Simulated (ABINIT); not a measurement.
Computed results, one entry a study.

```cif
data_ki
_symmetry_space_group_name_H-M 'Fm-3m'
_symmetry_Int_Tables_number 225
_cell_length_a 7.0655
_cell_length_b 7.0655
_cell_length_c 7.0655
_cell_angle_alpha 90.000
_cell_angle_beta 90.000
_cell_angle_gamma 90.000
_cell_volume 352.73
loop_
_atom_site_label
_atom_site_type_symbol
_atom_site_symmetry_multiplicity
_atom_site_Wyckoff_symbol
_atom_site_fract_x
_atom_site_fract_y
_atom_site_fract_z
_atom_site_occupancy
K1 K 4 a 0.00000 0.00000 0.00000 1
I1 I 4 b 0.50000 0.00000 0.00000 1
_calc_subject 'KI (Fm-3m): G0W0 with ABINIT, start to end'
_calc_method 'RPA screening on PBE with spin-orbit coupling, plane waves, norm-conserving pseudopotentials (and 2 further levels or steps)'
_calc_program 'ABINIT 10.8.3'
_calc_settings 'cutoff 33 Ha, PseudoDojo fully relativistic 0.4 standard, norm-conserving, potential set dojo-fr-pbe-0.4-standard, ngkpt (4, 4, 4), nband 260, ecuteps 4.4 Ha, shiftk (0, 0, 0), symchi 1, awtr 1, frequency ppm, 4×4×4 k-mesh'
_calc_cost '5 runs, 22 min in all on 4 MPI ranks of Arm Neoverse V1, shared host'
_calc_notes 'The program’s warnings: Neglecting <n,k|[Vnl,iqr]|m,k>. The cell and positions come from the Crystallography Open Database and are kept as given unless a step says otherwise. Limits: screening head approximate.'
_calc_pbe_gap '3.64 eV, direct'
_calc_g0w0_gap_on_the_mesh '5.70 eV'
_calc_gw_settings '4×4×4 mesh, 260 bands, screening to 119.7 eV, Godby-Needs plasmon pole'
_calc_known_limits 'short of the basis limit; screening head approximate'
```

[Long decimals in the printed logs are rounded to 6 places.]

[Logs are printed without paths, hosts, clocks, repeated set-up lines and the standing remarks that a program may print on its own settings, such as how far it seeks lower states.]

[Paths, hosts, dates, memory and timing lines, banners, echoed tables and standing remarks are left out of the program output; an Ansatz launch command may be rebuilt from the run's recorded settings. Measured values are a selection of at most five: reports struck by readers or far from the other reports are left out. None is set beside runs whose start may be inverted or whose files or cutoffs have a known fault.]

[Runs of the session that timed out or met a known fault of the program may be left out.]

[Hosts, paths, dates, database ids (printed as entryN), source tags and the programs' standing remarks are cut or masked in the printed files.]

[G0W0 gaps are taken among the corrected bands and points alone; a level outside them can change the order at an edge.]

[Where Ansatz stands beside ABINIT at settings called matched, ABINIT's density can come from a denser mesh and the files from another edition; pairs whose starting gaps differed by over 0.03 eV were left out, so agreement reads better than it is.]
